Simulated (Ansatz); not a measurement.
# Mg on Cr(110): change of the work function, part 2 of 5

Aim: the work function of Cr(110) at several coverages of Mg (hollow site), and the dipole that each adsorbate carries.

Ansatz 0.2.0; plane-wave DFT, PBE, Ansatz PAW (the session's first sound run).

So far, work function, upper face (eV): step 2 (the clean slab) 4.78.

### 3. Adsorbate added, k-mesh 7×7×1, coverage 0.25 ML

System of this step: Mg/Cr(110). The cell holds 17 atoms: 16 Cr and 1 Mg. Cell: a = 4.988 Å, b = 4.988 Å, c = 26.543 Å, α = 90.0°, β = 90.0°, γ = 70.5°. Vacuum lies along c.

The clean slab as it ended is repeated in the plane and the adsorbate is set on one face; the cell's size fixes the coverage, and the k-mesh shrinks with it to keep the sampling density about even. Adsorbate and upper layers relax, since the dipole depends on the height.

Contents of input.yaml:

```yaml
crystal:
  lattice:
    - [4.0729350596, -2.88, 0.0]
    - [4.0729350596, 2.88, 0.0]
    - [0.0, 0.0, 26.5429120705]
  atoms:
    - { symbol: Cr, position: [0.0, 0.0, 0.3390735717] }
    - { symbol: Cr, position: [0.25, 0.25, 0.4157971627] }
    - { symbol: Cr, position: [0.0, 0.0, 0.4915186514] }
    - { symbol: Cr, position: [0.25, 0.25, 0.5632189611] }
    - { symbol: Cr, position: [0.0, 0.5, 0.3390735717] }
    - { symbol: Cr, position: [0.25, 0.75, 0.4157971627] }
    - { symbol: Cr, position: [0.0, 0.5, 0.4915186514] }
    - { symbol: Cr, position: [0.25, 0.75, 0.5632189611] }
    - { symbol: Cr, position: [0.5, 0.0, 0.3390735717] }
    - { symbol: Cr, position: [0.75, 0.25, 0.4157971627] }
    - { symbol: Cr, position: [0.5, 0.0, 0.4915186514] }
    - { symbol: Cr, position: [0.75, 0.25, 0.5632189611] }
    - { symbol: Cr, position: [0.5, 0.5, 0.3390735717] }
    - { symbol: Cr, position: [0.75, 0.75, 0.4157971627] }
    - { symbol: Cr, position: [0.5, 0.5, 0.4915186514] }
    - { symbol: Cr, position: [0.75, 0.75, 0.5632189611] }
    - { symbol: Mg, position: [0.42, 0.42, 0.6609264283] }
kpoints:
  mp_grid: { grid: [7, 7, 1] }
hamiltonian:
  xc: pbe
scf:
  occupations: { method: fermi_dirac, width: 0.1 }
  convergence: { dr2_threshold: 1.0e-08 }
efield:
  axis: 3
  dipole_correction: true
  ramp_position: 0.97
  ramp_width: 0.06
relax:
  f_tol: 0.02
  max_steps: 60
  constraints: [{ sites: [0, 1, 4, 5, 8, 9, 12, 13] }]
output:
  bader: true
  dos: { projected: true, e_range: [-8, 4] }
  write_potential: true
  write_density: true
  volumetric_format: npy
  elf: true
```

Started as:

```sh
> ansatz run input.yaml --threads 4 --pin off --max-ram 6144MiB --backend cpu --events-out ev --progress --plain --runs-dir out
```

Log:

```text
[...]
Crystal: 17 atoms, lattice volume = 622.700 Å³
Basis set: ecut = 420 eV, 12173 PW (Γ), exchange–correlation on 72×72×360 points (8 copies of the dense FFT grid, shifted against one another)
Bands: 141, of which v1, the nominal top of the filled ones, is band 117 counted from 1 (116 counted from 0)
Symmetry: 2 space group operations
[...]
k-points: 16 of 49 (time reversal used)
[...]
SCF iter   1: F=—  HF=-55958.474760 eV  |F-HF|=—  |Δ(HF+E_count)|=         —  Δρ=1.51e-2  dr2=2.54e1  ethr=1.77e-3  p=0.287 e·Å  D=8.35e-2 V/Å  ΔV_dip=-2.22 eV  dr2_dipole=1.21e1  V_vac-E_F(+/−)=2.35/4.56 eV  ⟨swp⟩=8.7  Hψ=10156  notcnv=0
[...]
SCF iter  13: F=-55958.155722 eV  HF=-55958.155722 eV  |F-HF|=6.04e-10  |Δ(HF+E_count)|=   2.28e-8  Δρ=6.91e-7  dr2=5.91e-9  ethr=4.27e-12  p=0.227 e·Å  D=6.61e-2 V/Å  ΔV_dip=-1.75 eV  dr2_dipole=3.53e-10  V_vac-E_F(+/−)=3.15/4.90 eV  ⟨swp⟩=10.8  Hψ=15376  notcnv=0
SCF 1 converged in 13 iterations: F = -55958.155722 eV  dr2 = 5.91e-9
[...]
relax step   1: F+E_penalty+E_count = -55958.15572157 eV  Δ(F+E_penalty+E_count) = +0.000e0 eV  max|allowed force component| = 8.830e-1 eV/Å  Δτ_max = 0.0000 Å  (13 SCF iters, accepted)
[...]
SCF iter   1: F=—  HF=-55958.296082 eV  |F-HF|=—  |Δ(HF+E_count)|=         —  Δρ=3.38e-3  dr2=3.48e-1  ethr=1.14e-4  p=0.227 e·Å  D=6.61e-2 V/Å  ΔV_dip=-1.75 eV  dr2_dipole=3.92e-2  V_vac-E_F(+/−)=3.16/4.91 eV  ⟨swp⟩=1.9  Hψ=7520  notcnv=0
[...]
eigensolver tolerance schedule calibrated: the retry pair's looser diagonalisation under-reported the residual by θ = 0.24 (0.16/decade); ethr = c·dr2/N_el runs at the constant in force after the calibration composes with the one it found (an armed cap, an earlier calibration), c = 3.7e-2
[...]
SCF iter   2: F=—  HF=-55958.284673 eV  |F-HF|=—  |Δ(HF+E_count)|=   1.14e-2  Δρ=1.42e-3  dr2=2.39e-2  ethr=5.52e-5  p=0.242 e·Å  D=7.03e-2 V/Å  ΔV_dip=-1.87 eV  dr2_dipole=2.91e-4  V_vac-E_F(+/−)=3.03/4.90 eV  ⟨swp⟩=2.0  Hψ=3160  notcnv=0
[...]
SCF iter  10: F=-55958.283738 eV  HF=-55958.283738 eV  |F-HF|=1.84e-8  |Δ(HF+E_count)|=   3.44e-8  Δρ=6.15e-7  dr2=3.63e-9  ethr=1.59e-12  p=0.242 e·Å  D=7.04e-2 V/Å  ΔV_dip=-1.87 eV  dr2_dipole=1.11e-10  V_vac-E_F(+/−)=3.03/4.89 eV  ⟨swp⟩=10.8  Hψ=16047  notcnv=0
SCF 2 converged in 10 iterations: F = -55958.283738 eV  dr2 = 3.63e-9
relax step   2: F+E_penalty+E_count = -55958.28373821 eV  Δ(F+E_penalty+E_count) = -1.280e-1 eV  max|allowed force component| = 5.810e-1 eV/Å  Δτ_max = 0.1586 Å  (10 SCF iters, accepted)
SCF iter   1: F=—  HF=-55958.357244 eV  |F-HF|=—  |Δ(HF+E_count)|=         —  Δρ=4.00e-3  dr2=1.53e-1  ethr=2.47e-3  p=0.242 e·Å  D=7.04e-2 V/Å  ΔV_dip=-1.87 eV  dr2_dipole=3.33e-4  V_vac-E_F(+/−)=3.03/4.90 eV  ⟨swp⟩=3.9  Hψ=4849  notcnv=0
[...]
SCF iter  12: F=-55958.350296 eV  HF=-55958.350296 eV  |F-HF|=7.86e-10  |Δ(HF+E_count)|=   8.82e-9  Δρ=6.77e-7  dr2=5.26e-9  ethr=4.27e-12  p=0.250 e·Å  D=7.26e-2 V/Å  ΔV_dip=-1.93 eV  dr2_dipole=4.50e-10  V_vac-E_F(+/−)=2.96/4.89 eV  ⟨swp⟩=10.2  Hψ=15206  notcnv=0
SCF 3 converged in 12 iterations: F = -55958.350296 eV  dr2 = 5.26e-9
relax step   3: F+E_penalty+E_count = -55958.35029618 eV  Δ(F+E_penalty+E_count) = -6.656e-2 eV  max|allowed force component| = 4.202e-1 eV/Å  Δτ_max = 0.2000 Å  (12 SCF iters, accepted)
[...]
relax step   4: F+E_penalty+E_count = -55958.38727079 eV  Δ(F+E_penalty+E_count) = -3.697e-2 eV  max|allowed force component| = 1.522e-1 eV/Å  Δτ_max = 0.1994 Å  (12 SCF iters, accepted)
[...]
relax step   5: F+E_penalty+E_count = -55958.39936245 eV  Δ(F+E_penalty+E_count) = -1.209e-2 eV  max|allowed force component| = 1.454e-1 eV/Å  Δτ_max = 0.1956 Å  (12 SCF iters, accepted)
[...]
relax step   6: F+E_penalty+E_count = -55958.40491999 eV  Δ(F+E_penalty+E_count) = -5.558e-3 eV  max|allowed force component| = 1.129e-2 eV/Å  Δτ_max = 0.0682 Å  (11 SCF iters, accepted)
SCF iter   1: F=—  HF=-55958.404911 eV  |F-HF|=—  |Δ(HF+E_count)|=         —  Δρ=4.67e-4  dr2=1.91e-3  ethr=1.09e-5  p=0.256 e·Å  D=7.45e-2 V/Å  ΔV_dip=-1.98 eV  dr2_dipole=1.56e-5  V_vac-E_F(+/−)=2.91/4.88 eV  ⟨swp⟩=3.6  Hψ=4191  notcnv=0
[...]
SCF iter   9: F=-55958.405016 eV  HF=-55958.405016 eV  |F-HF|=2.32e-9  |Δ(HF+E_count)|=   3.24e-9  Δρ=4.48e-7  dr2=2.03e-9  ethr=4.27e-12  p=0.256 e·Å  D=7.45e-2 V/Å  ΔV_dip=-1.98 eV  dr2_dipole=6.69e-11  V_vac-E_F(+/−)=2.91/4.88 eV  ⟨swp⟩=10.5  Hψ=15932  notcnv=0
SCF 7 converged in 9 iterations: F = -55958.405016 eV  dr2 = 2.03e-9
relax step   7: F+E_penalty+E_count = -55958.40501629 eV  Δ(F+E_penalty+E_count) = -9.629e-5 eV  max|allowed force component| = 7.515e-3 eV/Å  Δτ_max = 0.0278 Å  (9 SCF iters, accepted)
NSCF: frozen V_eff on 16 k-points
the band table was solved once a step of the walk had ended and its energy, with any forces and stress, was formed, with the checks that follow a solve (9262 applications of the Hamiltonian). They found nothing against the state; the energy, forces and stress were not computed again (output.eigenvalues in the input reference)
SCF converged after 9 iterations
Free energy (F): -55958.405016 eV
[...]
Internal energy: -55957.776027 eV  (E = F + TS)
E sigma→0 (E₀):  -55958.090522 eV
Entropy (-TS):   -0.628989 eV (-36.999 meV/atom)
Fermi energy:    3.487354 eV
Dipole field:    D = 0.074506 V/Å  (p = 0.256394 e·Å, saw-weighted, corrected)
Work function:   Φ+ = 2.9054 eV   Φ− = 4.8830 eV
[...]
--- Forces (eV/Å), atoms counted from 1 ---
  atom   1  Cr     0.00006423     0.00000000     0.69663618
  atom   2  Cr    -0.03319981     0.00000000    -0.61141155
  atom   3  Cr     0.00059881     0.00000000    -0.00335294
  atom   4  Cr     0.00218223     0.00000000    -0.00079042
  atom   5  Cr    -0.00006982     0.00026575     0.65456580
  atom   6  Cr     0.00137621    -0.01568406    -0.73644998
  atom   7  Cr    -0.00149549     0.00288537    -0.00144501
  atom   8  Cr    -0.00113032     0.00271957    -0.00244708
  atom   9  Cr    -0.00006982    -0.00026575     0.65456580
  atom  10  Cr     0.00137621     0.01568406    -0.73644998
  atom  11  Cr    -0.00149549    -0.00288537    -0.00144501
  atom  12  Cr    -0.00113032    -0.00271957    -0.00244708
  atom  13  Cr    -0.00009998     0.00000000     0.69991473
  atom  14  Cr     0.03556172     0.00000000    -0.61225032
  atom  15  Cr    -0.00145433     0.00000000     0.00033717
  atom  16  Cr     0.00096411     0.00000000    -0.00502027
  atom  17  Mg    -0.00193306     0.00000000     0.00751485
  max |Σ_I F_I| component: 4.51e-5 eV/Å
--- Band table (eV; the first three rows and the last of 16) ---
  k-point 0: bands = [... 113 lower, 3.8520, 3.9675, 4.0138, 4.0168, 4.1013, 4.1214, 4.3179, 4.3484, ... 20 higher]
  k-point 1: bands = [... 113 lower, 3.6310, 3.7330, 3.8318, 3.8724, 3.8916, 4.1780, 4.2445, 4.2661, ... 20 higher]
  k-point 2: bands = [... 113 lower, 3.1946, 3.2778, 3.3467, 3.4573, 3.8290, 3.9097, 3.9846, 4.0312, ... 20 higher]
  k-point 15: bands = [... 113 lower, 2.8764, 2.9817, 3.0329, 3.0367, 3.1486, 3.1515, 3.1776, 3.3163, ... 20 higher]
--- Relaxed structure (7 steps of the walk, 7 accepted, 0 SCFs on fresh bases) ---
  F+E_penalty+E_count = -55958.40501629 eV   max|allowed force component| = 7.515e-3 eV/Å
  atoms:
    - { symbol: Cr, position: [0.0, 0.0, 0.3390735717] }
    - { symbol: Cr, position: [0.250000, 0.250000, 0.4157971627] }
    - { symbol: Cr, position: [2.192901e-5, 2.192901e-5, 0.491455] }
    - { symbol: Cr, position: [0.250616, 0.250616, 0.565676] }
    - { symbol: Cr, position: [0.0, 0.500000, 0.3390735717] }
    - { symbol: Cr, position: [0.250000, 0.75, 0.4157971627] }
    - { symbol: Cr, position: [9.996666e-5, 0.500011, 0.491365] }
    - { symbol: Cr, position: [0.245434, 0.754701, 0.562768] }
    - { symbol: Cr, position: [0.500000, 0.0, 0.3390735717] }
    - { symbol: Cr, position: [0.75, 0.250000, 0.4157971627] }
    - { symbol: Cr, position: [0.500011, 9.996666e-5, 0.491365] }
    - { symbol: Cr, position: [0.754701, 0.245434, 0.562768] }
    - { symbol: Cr, position: [0.500000, 0.500000, 0.3390735717] }
    - { symbol: Cr, position: [0.75, 0.75, 0.4157971627] }
    - { symbol: Cr, position: [0.500066, 0.500066, 0.491384] }
    - { symbol: Cr, position: [0.749492, 0.749492, 0.565691] }
    - { symbol: Mg, position: [0.500552, 0.500552, 0.647113] }
--- Bader charges: 17 sites ---
  site symbol  charge [e]  shift [e]
     0     Cr     -0.0322     0.0000
     1     Cr      0.0244     0.0000
     2     Cr      0.0232     0.0000
     3     Cr     -0.1427     0.0001
     4     Cr     -0.0344     0.0000
     5     Cr      0.0287     0.0000
     6     Cr      0.0400     0.0001
     7     Cr     -0.3380     0.0002
     8     Cr     -0.0344     0.0000
     9     Cr      0.0287     0.0000
    10     Cr      0.0400     0.0001
    11     Cr     -0.3380     0.0002
    12     Cr     -0.0302     0.0000
    13     Cr      0.0245     0.0000
    14     Cr      0.0287     0.0002
    15     Cr     -0.1451     0.0001
    16     Mg      0.8568     0.0000
  estimated error of the sums over rays = 9.6e-4 e
```

It took 13 min on 4 threads of Arm Neoverse N1, shared host; peak memory 2.7 GiB; 49 min of CPU time.

Step by step:

```tsv
step	energy less that of the first step (eV)	largest force component (eV/Å)
1	0.0000	0.8830
2	-0.1280	0.5810
3	-0.1946	0.4202
4	-0.2315	0.1522
5	-0.2436	0.1454
6	-0.2492	0.0113
7	-0.2493	0.0075
```

The run keeps the 2 symmetry operations that the program found, so distortions that break them were not tested.

The atoms that moved most (Å):

```tsv
atom	dx	dy	dz	length
Mg17	0.656	0.000	-0.367	0.752
Cr16	-0.004	0.000	0.066	0.066
Cr4	0.005	0.000	0.065	0.065
Cr8	0.001	0.027	-0.012	0.029
Cr12	0.001	-0.027	-0.012	0.029
```

Final coordinates:

```cif
data_structure
_symmetry_space_group_name_H-M 'P 1'
_symmetry_Int_Tables_number 1
_cell_length_a 4.9883
_cell_length_b 4.9883
_cell_length_c 26.5429
_cell_angle_alpha 90.000
_cell_angle_beta 90.000
_cell_angle_gamma 70.529
_cell_volume 622.70
loop_
_atom_site_label
_atom_site_type_symbol
_atom_site_fract_x
_atom_site_fract_y
_atom_site_fract_z
_atom_site_occupancy
Cr1 Cr 0.00000 0.00000 0.33907 1
Cr2 Cr 0.25000 0.25000 0.41580 1
Cr3 Cr 0.00002 0.00002 0.49145 1
Cr4 Cr 0.25062 0.25062 0.56568 1
Cr5 Cr 0.00000 0.50000 0.33907 1
Cr6 Cr 0.25000 0.75000 0.41580 1
Cr7 Cr 0.00010 0.50001 0.49137 1
Cr8 Cr 0.24543 0.75470 0.56277 1
Cr9 Cr 0.50000 0.00000 0.33907 1
Cr10 Cr 0.75000 0.25000 0.41580 1
Cr11 Cr 0.50001 0.00010 0.49137 1
Cr12 Cr 0.75470 0.24543 0.56277 1
Cr13 Cr 0.50000 0.50000 0.33907 1
Cr14 Cr 0.75000 0.75000 0.41580 1
Cr15 Cr 0.50007 0.50007 0.49138 1
Cr16 Cr 0.74949 0.74949 0.56569 1
Mg17 Mg 0.50055 0.50055 0.64711 1
```

This step gave:

- energy at zero smearing: -55958.0905 eV
- work function, upper face: 2.905 eV
- work function, lower face: 4.883 eV
- dipole along the normal: 0.2564 e·Å
- step between the vacuum levels: -1.978 eV

Running mean over 2.036 Å of the planar mean; the ramp of the sawtooth is left out. Electron's electrostatic potential energy less the Fermi level against z:

```tsv
z (Å)	electron's electrostatic potential energy less the Fermi level (eV)
3.5	4.88
4.0	4.88
4.5	4.88
5.0	4.87
5.5	4.85
6.0	4.78
6.5	4.56
7.0	3.82
7.5	1.36
8.0	-3.32
8.5	-7.75
9.0	-9.55
9.5	-9.73
10.0	-9.80
10.5	-9.88
11.0	-9.95
11.5	-10.1
12.0	-10.2
12.5	-10.2
13.0	-10.1
13.5	-10.5
14.0	-10.8
14.5	-10.4
15.0	-9.68
15.5	-7.94
16.0	-4.45
16.5	-1.41
17.0	-0.132
17.5	0.0988
18.0	0.695
18.5	1.82
19.0	2.48
19.5	2.74
20.0	2.84
20.5	2.88
21.0	2.90
21.5	2.90
22.0	2.90
22.5	2.90
23.0	2.91
```

The density of states has structure finer than the step of the table below, so its rows give means over 0.2 eV. Peaks (eV: height): -2.26: 69.1, -1.95: 40.9, -1.74: 53.6, -1.35: 47.5, -1.17: 36.2, 0.78: 47.4, 0.87: 46.7.

Table of density of states by energy, zero at the Fermi level; means over each step:

energy (eV), density of states (states/eV a cell) and a bar:
```
     -7.6        0.0 
     -7.4        0.2 
     -7.2        0.9 #
     -7.0        0.9 #
     -6.8        0.9 #
     -6.6        0.9 #
     -6.4        1.0 #
     -6.2        1.0 #
     -6.0        2.0 #
     -5.8        2.0 #
     -5.6        1.9 #
     -5.4        2.4 ##
     -5.2        2.9 ##
     -5.0        2.7 ##
     -4.8        2.5 ##
     -4.6        4.6 ###
     -4.4        5.6 ####
     -4.2        8.6 ######
     -4.0       13.5 ##########
     -3.8       16.4 ############
     -3.6       13.2 ##########
     -3.4       22.2 #################
     -3.2       19.3 ##############
     -3.0       19.1 ##############
     -2.8       18.1 ##############
     -2.6       18.5 ##############
     -2.4       17.8 #############
     -2.2       38.0 #############################
     -2.0       28.8 ######################
     -1.8       33.9 ##########################
     -1.6       26.9 ####################
     -1.4       31.2 #######################
     -1.2       29.3 ######################
     -1.0       27.1 ####################
     -0.8       22.6 #################
     -0.6       19.0 ##############
     -0.4       13.9 ##########
     -0.2       18.9 ##############
      0.0       17.8 #############
      0.2       20.8 ################
      0.4       27.9 #####################
      0.6       29.0 ######################
      0.8       39.9 ##############################
```

Projected DOS per atom over height of the atomic layer and energy from the Fermi level. Layers: Cr4 Cr4 Cr4 Cr4 Mg from below.

Ten even steps from '0' (0.00 states/eV) to '9' (2.45 states/eV), each cell a mean:
```
99982
75461
53251
52251
93360
86580
86570
68861
24553
45440
36640
15520
13310
01110
00000
00000
00000
00000
00000
00000
00000
00000
```
Columns: height of the atomic layer (Å) from 9 to 17.2 (not evenly spaced); rows upwards: energy from the Fermi level (eV) from -7.96 to 0.945.

Valence density in the ca plane at fractional y = 0.500, with atoms of Cr and Mg within 0.2 Å of it. It is the smooth field of the valence electrons, not physical close to the nuclei.

Ten steps, logarithmic in the rise over the least value, from '0' (0 e/Å³) to '9' (21 e/Å³), each cell a mean:
```
26886211111258863211110000000000000000000000
13553211111235542112111000000000000000000000
11222111221122221122111000000000000000000000
11222111221122221122111100000000000000000000
13553211111235542111111124310000000000000000
26886211111258873211111279720000000000000000
26997311111268973211111279830000000000000000
14775211111247752211111157510000000000000000
12332111221123322122111111100000000000000000
11221111221112221122211000000000000000000000
12332111221123322122111000000000000000000000
14775211111246752111110000000000000000000000
26997311111269973211110000000000000000000000
```
Columns run along c (16.0 Å, from fractional 0.31 to 0.91 of the cell), rows up along a (5.0 Å). Atoms in or near the plane, at fractional coordinates: Cr at (0.34, 0.00), Cr at (0.49, 0.00), Cr at (0.34, 0.50), Cr at (0.49, 0.50), Mg at (0.65, 0.50).

Electrostatic potential energy in the ca plane at fractional y = 0.500, with atoms of Cr and Mg within 0.2 Å of it. With pseudopotentials it is smooth inside the atoms' cores, unlike the true potential.

Ten even steps from '0' (-38 eV) to '9' (7 eV), each cell a mean:
```
61001689999720015899999999999999999999999999
85225898889863247988899999999999999999999999
98778998889987789988899999999999999999999999
98778998889987789988899988889999999999999999
85224898889853247888999853478999999999999999
61001689999720015899998610047899999999999999
61000589999710004899998500047899999999999999
73102789889841026899998731268999999999999999
87557898889875568988899876788999999999999999
98888998889988889988899998899999999999999999
87557898889875568988899999999999999999999999
73002789889841026898999999999999999999999999
61000589999710004899999999999999999999999999
```
Columns run along c (16.0 Å, from fractional 0.31 to 0.91 of the cell; values clipped at the 3rd and 97th percentile), rows up along a (5.0 Å). Atoms in or near the plane, at fractional coordinates: Cr at (0.34, 0.00), Cr at (0.49, 0.00), Cr at (0.34, 0.50), Cr at (0.49, 0.50), Mg at (0.65, 0.50).

ELF in the ca plane at fractional y = 0.500, with atoms of Cr and Mg within 0.2 Å of it. It is the smooth field of the valence electrons, not physical close to the nuclei.

Ten even steps from '0' (0.00) to '9' (0.92), each cell a mean:
```
15996244344248962343344433221000000000000000
12442243234324522433344555443211000000000000
33222443234432224432345665566543100000000000
33222443234432224432346521126775310000000000
12552243234324532433345212202787531000000000
15896244344248962344454133421698642000000000
16997244444259972344453143421698642100000000
14774243334236742333454124311688631000000000
22332343234322323433345311114786421000000000
43323443234532234432345653356764210000000000
22322343234322223432345555555421000000000000
14774243334236742343344444322100000000000000
16997244444259972344444432211000000000000000
```
Columns run along c (16.0 Å, from fractional 0.31 to 0.91 of the cell), rows up along a (5.0 Å). Atoms in or near the plane, at fractional coordinates: Cr at (0.34, 0.00), Cr at (0.49, 0.00), Cr at (0.34, 0.50), Cr at (0.49, 0.50), Mg at (0.65, 0.50).

The relaxation took 7 steps and lowered the energy by 0.25 eV; the largest force on the free atoms ends at 0.0075 eV/Å.

By hand: a sheet of dipoles makes a step −p/(ε₀A) in the electron's potential. With e/ε₀ = 180.95 V·Å, p = 0.2564 e·Å and A = 23.46 Å², that is −180.95 × (0.2564) / 23.46 = -1.978 eV, and the two vacuum levels of the run differ by -1.978 eV.

The covered face has 2.91 eV, -1.87 eV against the clean one; the bare back face has moved by -0.04 eV, a measure of how thin the slab is.

(Continued in part 3 of 5.)

[Long decimals in the printed logs are rounded to 6 places.]

[Logs are printed without paths, hosts, clocks, repeated set-up lines and the standing remarks that a program may print on its own settings, such as how far it seeks lower states.]

[Hosts, paths, dates, database ids (printed as entryN), source tags and the programs' standing remarks are cut or masked in the printed files.]

[Maps of the electrostatic potential energy from Ansatz leave out the sawtooth potential of an applied field or a dipole correction, so their vacuum need not be flat; planar profiles and work functions include it.]

[The density of states shown here was stored with 400 of the rows of the run's finer table, so its peaks can read low, often by over a quarter, or be missed, and its means over a window can be off by a tenth or more.]
